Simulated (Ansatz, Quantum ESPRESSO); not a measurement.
**TaBi (Pm-3m): phonons by linear response**

How does TaBi (Pm-3m) vibrate, and is this structure a minimum?

Program: Quantum ESPRESSO 7.5. Level of theory: DFT LDA, scalar-relativistic, plane waves, PseudoDojo norm-conserving pseudopotentials. Results are calculated unless marked as measured.

The structure was built from a prototype and need not be the compound's stable phase.

## (1) The starting structure

The structure is cubic, space group Pm-3m (No. 221). The conventional cell has a = 3.597 Å, b = 3.597 Å, c = 3.597 Å, α = 90.00°, β = 90.00°, γ = 90.00°. Bi has 8 Ta at 3.12 Å nearest. Nearest to Ta lie 8 Bi at 3.12 Å. Farther neighbours are not listed.

## (2) A probe with smearing

Before anything dear is run, a loose run with smearing shows whether this is a metal and how far the cell is from rest.

Input file probe.in:

```
&CONTROL
  calculation = 'scf'
  prefix      = 'x'
  outdir      = './tmp'
  pseudo_dir  = './pseudo'
  tprnfor     = .true.
  tstress     = .true.
  verbosity   = 'high'
/
&SYSTEM
  ibrav       = 0
  nat         = 2
  ntyp        = 2
  ecutwfc     = 70.0
  occupations = 'smearing'
  smearing    = 'gaussian'
  degauss     = 0.01
/
&ELECTRONS
  conv_thr         = 1.0d-07
  mixing_beta      = 0.7
  electron_maxstep = 100
/
ATOMIC_SPECIES
 Bi    208.9804  Bi.upf
 Ta    180.9479  Ta.upf
CELL_PARAMETERS angstrom
     3.597271600    0.000000000    0.000000000
     0.000000000    3.597271600    0.000000000
     0.000000000    0.000000000    3.597271600
ATOMIC_POSITIONS crystal
 Bi     0.000000000   0.000000000   0.000000000
 Ta     0.500000000   0.500000000   0.500000000
K_POINTS automatic
 6 6 6 0 0 0
```

Command:

```sh
$ OMP_NUM_THREADS=1 mpirun -n 4 pw.x -nk 4 -in probe.in > probe.out
```

The program printed:

```text
[banners, grids, parts of the stress and lines that vanish by symmetry left out]
Program PWSCF v.7.5
     Message from routine setup:
     using ibrav=0 with symmetry is DISCOURAGED, use correct ibrav instead
[...]
kinetic-energy cutoff     =      70.0000  Ry
     charge density cutoff     =     280.0000  Ry
     scf convergence threshold =      1.0E-07
[...]
Exchange-correlation= SLA  PW   NOGX NOGC
                           (   1   4   0   0   0   0   0)
[...]
48 Sym. Ops., with inversion, found
[...]
(     0          1          0      )
                  (     0          0          1      )
[...]
(  0.0000000  1.0000000  0.0000000 )
                  (  0.0000000  0.0000000  1.0000000 )
[...]
(     0         -1          0      )
                  (     0          0          1      )
[...]
(  0.0000000 -1.0000000  0.0000000 )
[...]
(     0          0          1      )
                  (     1          0          0      )
[...]
( -1.0000000  0.0000000  0.0000000 )
                  (  0.0000000  1.0000000  0.0000000 )
[...]
number of k points=    20  Gaussian smearing, width (Ry)=  0.0100
[...]
End of self-consistent calculation
[...]
the Fermi energy is    15.3673 ev
!    total energy              =    -294.07158511 Ry
[...]
convergence has been achieved in   7 iterations
[...]
atom    1 type  1   force =     0.00000000    0.00000000    0.00000000
     atom    2 type  2   force =     0.00000000    0.00000000    0.00000000
[...]
Total force =     0.000000     Total SCF correction =     0.000000
[...]
total   stress  (Ry/bohr**3)                   (kbar)     P=     -136.96
[...]
XML data file, charge density, pseudopotentials, collected wavefunctions

   JOB DONE.
```

Wall time 4.3 s (4 MPI ranks of Intel Xeon Platinum 8375C at 2.90GHz (Ice Lake), shared host); 16 s of CPU time.

Read from the output:

* volume per atom: 23.28 Å³
* pressure: -13.70 GPa
* gap on the k-mesh: 0 eV

No gap opens on this mesh, so smearing is kept; the start stands at -14 GPa.

## (3) Relaxing the cell and atoms

The relaxation runs at a cutoff a fifth above that of the response, since stress converges more slowly with the basis than frequencies do. Forces and stress are brought to rest with tight thresholds.

Input file relax.in:

```
&CONTROL
  calculation   = 'vc-relax'
  prefix        = 'x'
  outdir        = './tmp'
  pseudo_dir    = './pseudo'
  tprnfor       = .true.
  tstress       = .true.
  forc_conv_thr = 2.0d-05
  etot_conv_thr = 1.0d-07
  nstep         = 40
/
&SYSTEM
  ibrav       = 0
  nat         = 2
  ntyp        = 2
  ecutwfc     = 84
  occupations = 'smearing'
  smearing    = 'mv'
  degauss     = 0.02
/
&ELECTRONS
  conv_thr         = 1.0d-11
  mixing_beta      = 0.7
  electron_maxstep = 100
/
&IONS
/
&CELL
  press_conv_thr = 0.2
/
ATOMIC_SPECIES
 Bi    208.9804  Bi.upf
 Ta    180.9479  Ta.upf
CELL_PARAMETERS angstrom
     3.597271600    0.000000000    0.000000000
     0.000000000    3.597271600    0.000000000
     0.000000000    0.000000000    3.597271600
ATOMIC_POSITIONS crystal
 Bi     0.000000000   0.000000000   0.000000000
 Ta     0.500000000   0.500000000   0.500000000
K_POINTS automatic
 10 10 10 0 0 0
```

Command:

```sh
$ OMP_NUM_THREADS=1 mpirun -n 4 pw.x -nk 4 -in relax.in > relax.out
```

The program printed:

```text
[banners, grids, parts of the stress and lines that vanish by symmetry left out]
[banner, memory and clock lines left out]
Program PWSCF v.7.5

[...]
kinetic-energy cutoff     =      84.0000  Ry
     charge density cutoff     =     336.0000  Ry
     scf convergence threshold =      1.0E-11
[...]
energy convergence thresh.=      1.0E-07
     force convergence thresh. =      2.0E-05
     press convergence thresh. =      2.0E-01
     Exchange-correlation= SLA  PW   NOGX NOGC
                           (   1   4   0   0   0   0   0)
[...]
48 Sym. Ops., with inversion, found
[...]
number of k points=    56  Marzari-Vanderbilt smearing, width (Ry)=  0.0200
[...]
End of self-consistent calculation
[...]
the Fermi energy is    15.3856 ev
!    total energy              =    -294.07228567 Ry
[...]
convergence has been achieved in  11 iterations
[...]
atom    1 type  1   force =     0.00000000    0.00000000    0.00000000
     atom    2 type  2   force =     0.00000000    0.00000000    0.00000000
     Total force =     0.000000     Total SCF correction =     0.000000
[...]
total   stress  (Ry/bohr**3)                   (kbar)     P=     -140.72
[...]
number of bfgs steps    =   0
[...]
CELL_PARAMETERS (angstrom)
[...]
ATOMIC_POSITIONS (crystal)
Bi               0.0000000000        0.0000000000        0.0000000000
Ta               0.5000000000        0.5000000000        0.5000000000
[...]
New effective cutoffs (rho, wfc):  352.40   88.16
[...]
End of self-consistent calculation
[...]
the Fermi energy is    16.8283 ev
!    total energy              =    -294.08878861 Ry
[...]
convergence has been achieved in   9 iterations
[...]
atom    1 type  1   force =     0.00000000    0.00000000    0.00000000
     atom    2 type  2   force =     0.00000000    0.00000000    0.00000000
     Total force =     0.000000     Total SCF correction =     0.000000
[...]
total   stress  (Ry/bohr**3)                   (kbar)     P=      -74.94
[...]
number of bfgs steps    =   1
[...]
CELL_PARAMETERS (angstrom)
[...]
ATOMIC_POSITIONS (crystal)
Bi               0.0000000000        0.0000000000        0.0000000000
Ta               0.5000000000        0.5000000000        0.5000000000
[...]
New effective cutoffs (rho, wfc):  370.88   92.79
[...]
End of self-consistent calculation
[...]
the Fermi energy is    18.4559 ev
!    total energy              =    -294.09291156 Ry
[...]
convergence has been achieved in  12 iterations
[...]
atom    1 type  1   force =     0.00000000    0.00000000    0.00000000
     atom    2 type  2   force =     0.00000000    0.00000000    0.00000000
     Total force =     0.000000     Total SCF correction =     0.000000
[...]
total   stress  (Ry/bohr**3)                   (kbar)     P=       26.10
[...]
number of bfgs steps    =   2
[...]
CELL_PARAMETERS (angstrom)
[...]
ATOMIC_POSITIONS (crystal)
[...]
New effective cutoffs (rho, wfc):  366.15   91.60
[...]
End of self-consistent calculation
[...]
the Fermi energy is    18.0369 ev
!    total energy              =    -294.09331870 Ry
[...]
convergence has been achieved in   9 iterations
[...]
atom    1 type  1   force =     0.00000000    0.00000000    0.00000000
     atom    2 type  2   force =     0.00000000    0.00000000    0.00000000
     Total force =     0.000000     Total SCF correction =     0.000000
[...]
total   stress  (Ry/bohr**3)                   (kbar)     P=       -2.80
[...]
number of bfgs steps    =   3
[...]
CELL_PARAMETERS (angstrom)
[...]
ATOMIC_POSITIONS (crystal)
[...]
New effective cutoffs (rho, wfc):  366.61   91.72
[...]
End of self-consistent calculation
[...]
the Fermi energy is    18.0775 ev
!    total energy              =    -294.09332381 Ry
[...]
convergence has been achieved in   8 iterations
[...]
atom    1 type  1   force =     0.00000000    0.00000000    0.00000000
     atom    2 type  2   force =     0.00000000    0.00000000    0.00000000
     Total force =     0.000000     Total SCF correction =     0.000000
[...]
total   stress  (Ry/bohr**3)                   (kbar)     P=       -0.09
[...]
number of bfgs steps    =   4
[...]
small trust_radius: resetting bfgs history
[...]
CELL_PARAMETERS (angstrom)
[...]
ATOMIC_POSITIONS (crystal)
[...]
New effective cutoffs (rho, wfc):  366.62   91.72
[...]
End of self-consistent calculation
[...]
the Fermi energy is    18.0785 ev
!    total energy              =    -294.09332381 Ry
[...]
convergence has been achieved in   6 iterations
[...]
atom    1 type  1   force =     0.00000000    0.00000000    0.00000000
     atom    2 type  2   force =     0.00000000    0.00000000    0.00000000
     Total force =     0.000000     Total SCF correction =     0.000000
[...]
total   stress  (Ry/bohr**3)                   (kbar)     P=       -0.02
[...]
bfgs converged in   6 scf cycles and   5 bfgs steps
[...]
End of BFGS Geometry Optimization
     Final enthalpy           =    -294.0933238148 Ry
     File ./tmp/x.bfgs deleted, as requested
[...]
CELL_PARAMETERS (angstrom)
[...]
ATOMIC_POSITIONS (crystal)
Bi               0.0000000000        0.0000000000        0.0000000000
Ta               0.5000000000        0.5000000000        0.5000000000
[...]
Final scf calculation at the relaxed structure.
[...]
kinetic-energy cutoff     =      84.0000  Ry
     charge density cutoff     =     336.0000  Ry
     scf convergence threshold =      1.0E-13
[...]
press convergence thresh. =      2.0E-01
     Exchange-correlation= SLA  PW   NOGX NOGC
                           (   1   4   0   0   0   0   0)
[...]
48 Sym. Ops., with inversion, found
[...]
number of k points=    56  Marzari-Vanderbilt smearing, width (Ry)=  0.0200
[...]
c_bands:  1 eigenvalues not converged
     c_bands:  1 eigenvalues not converged
[...]
End of self-consistent calculation
[...]
the Fermi energy is    18.0785 ev
!    total energy              =    -294.09331292 Ry
[...]
convergence has been achieved in  12 iterations
[...]
atom    1 type  1   force =     0.00000000    0.00000000    0.00000000
     atom    2 type  2   force =     0.00000000    0.00000000    0.00000000
     Total force =     0.000000     Total SCF correction =     0.000000
[...]
total   stress  (Ry/bohr**3)                   (kbar)     P=       -0.00
[...]
XML data file, charge density, pseudopotentials, collected wavefunctions
```

Run time: 76 s. Hardware: 4 MPI ranks; 5 min of CPU time.

Relaxation path:

```
step  energy less that of the first step (eV)  largest force (eV/Å)  pressure (GPa)  volume (Å³)
   1                                   0.0000                0.0000          -14.07        46.55
   2                                  -0.2245                0.0000           -7.49        43.29
   3                                  -0.2806                0.0000            2.61        40.09
   4                                  -0.2862                0.0000           -0.28        40.87
   5                                  -0.2862                0.0000           -0.01        40.80
   6                                  -0.2862                0.0000            0.00        40.80
   7                                  -0.2861                0.0000            0.00        40.80
```

```
conventional cell, symmetrised  before  after   change
                         a (Å)   3.597  3.442   -4.3 %
                         b (Å)   3.597  3.442   -4.3 %
                         c (Å)   3.597  3.442   -4.3 %
              volume (Å³/atom)   23.28  20.40  -12.4 %
```

Final coordinates:

```
CELL_PARAMETERS angstrom
3.44246 0.00000 0.00000
0.00000 3.44246 0.00000
0.00000 0.00000 3.44246
ATOMIC_POSITIONS crystal
Bi 0.00000 0.00000 0.00000
Ta 0.50000 0.50000 0.50000
```

The last row of the table of steps is pw.x's closing run on a basis chosen anew for the final cell, so its energy can jump.

This step gave:

| Item | Value |
| --- | --- |
| volume per atom | 20.40 Å³ |
| pressure | 0 GPa |

The volume changes by -12.4 % from the cell with which this run began.

## (4) Self-consistent run for the response

Perturbation theory inherits every error of the wavefunctions, so the threshold is set near the limit of the arithmetic. Smearing stays on, as the first look found no gap above 0.3 eV.

Input file scf.in:

```
&CONTROL
  calculation = 'scf'
  prefix      = 'x'
  outdir      = './tmp'
  pseudo_dir  = './pseudo'
  tprnfor     = .true.
  tstress     = .true.
/
&SYSTEM
  ibrav       = 0
  nat         = 2
  ntyp        = 2
  ecutwfc     = 70.0
  occupations = 'smearing'
  smearing    = 'mv'
  degauss     = 0.02
/
&ELECTRONS
  conv_thr         = 1.0d-12
  mixing_beta      = 0.7
  electron_maxstep = 100
/
ATOMIC_SPECIES
 Bi    208.9804  Bi.upf
 Ta    180.9479  Ta.upf
CELL_PARAMETERS angstrom
     3.442464030    0.000000000    0.000000000
     0.000000000    3.442464030    0.000000000
     0.000000000    0.000000000    3.442464030
ATOMIC_POSITIONS crystal
 Bi     0.000000000   0.000000000   0.000000000
 Ta     0.500000000   0.500000000   0.500000000
K_POINTS automatic
 10 10 10 0 0 0
```

Command:

```sh
$ OMP_NUM_THREADS=1 mpirun -n 4 pw.x -nk 4 -in scf.in > scf.out
```

The program printed:

```text
[banners, grids, parts of the stress and lines that vanish by symmetry left out]
[banner, memory and clock lines left out]
Program PWSCF v.7.5

[...]
kinetic-energy cutoff     =      70.0000  Ry
     charge density cutoff     =     280.0000  Ry
     scf convergence threshold =      1.0E-12
[...]
Exchange-correlation= SLA  PW   NOGX NOGC
                           (   1   4   0   0   0   0   0)
[...]
48 Sym. Ops., with inversion, found
[...]
number of k points=    56  Marzari-Vanderbilt smearing, width (Ry)=  0.0200
[...]
c_bands:  1 eigenvalues not converged
[...]
c_bands:  1 eigenvalues not converged
[...]
End of self-consistent calculation
[...]
the Fermi energy is    18.0785 ev
!    total energy              =    -294.09329170 Ry
[...]
convergence has been achieved in  10 iterations
[...]
atom    1 type  1   force =     0.00000000    0.00000000    0.00000000
     atom    2 type  2   force =     0.00000000    0.00000000    0.00000000
     Total force =     0.000000     Total SCF correction =     0.000000
[...]
total   stress  (Ry/bohr**3)                   (kbar)     P=       -0.09
[...]
XML data file, charge density, pseudopotentials, collected wavefunctions
```

Run time: 8.4 s. Hardware: 4 MPI ranks; 33 s of CPU time.

Read from the output:

| Item | Value |
| --- | --- |
| pressure | -0.009 GPa |

The cell stands at -0.009 GPa, close enough for phonons.

(Continued in part 2 of 4.)

[Host names and launcher messages were left out of these logs when they were recorded.]

[Logs are printed without paths, hosts, clocks, repeated set-up lines and the standing remarks that a program may print on its own settings, such as how far it seeks lower states.]

[Hosts, paths, dates, database ids (printed as entryN), source tags and the programs' standing remarks are cut or masked in the printed files.]
